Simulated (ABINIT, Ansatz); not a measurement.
Planning a run of Ansatz 0.2.0 on F (C2/c). The input:

```yaml
crystal:
  lattice:
    - [2.5563224246, -1.5840272486, 0.0]
    - [2.5563224246, 1.5840272486, 0.0]
    - [-0.562110604, 0.0, 6.5977088989]
  atoms:
    - { symbol: F, position: [0.59583288, 0.91533597, 0.5979555] }
    - { symbol: F, position: [0.08466403, 0.40416712, 0.9020445] }
    - { symbol: F, position: [0.40416712, 0.08466403, 0.4020445] }
    - { symbol: F, position: [0.91533597, 0.59583288, 0.0979555] }
kpoints:
  mp_grid: { grid: [8, 8, 4] }
hamiltonian:
  xc: lda
scf:
  occupations: { method: fixed }
dielectric: {}
```

```sh
ansatz run input.yaml --threads 4 --pin off --max-ram 7372MiB --backend cpu --events-out ev --progress --plain --runs-dir out
```

Q: How long will it take on 4 threads of Arm Neoverse V1, shared host, and how much memory?

It took 29 s; on shared hardware allow 14 s to 58 s. Peak host memory was 0.78 GiB.

[Paths, hosts, dates, memory and timing lines, banners, echoed tables and standing remarks are left out of the program output.]

[Logs are printed without paths, hosts, clocks, repeated set-up lines and the standing remarks that a program may print on its own settings, such as how far it seeks lower states.]

[Runs of the session that timed out or met a known fault of the program may be left out.]

[Hosts, paths, dates, database ids (printed as entryN), source tags and the programs' standing remarks are cut or masked in the printed files.]

[G0W0 gaps are taken among the corrected bands and points alone; a level outside them can change the order at an edge.]

[Where Ansatz stands beside ABINIT at settings called matched, ABINIT's density can come from a denser mesh and the files from another edition; pairs whose starting gaps differed by over 0.03 eV were left out, so agreement reads better than it is.]
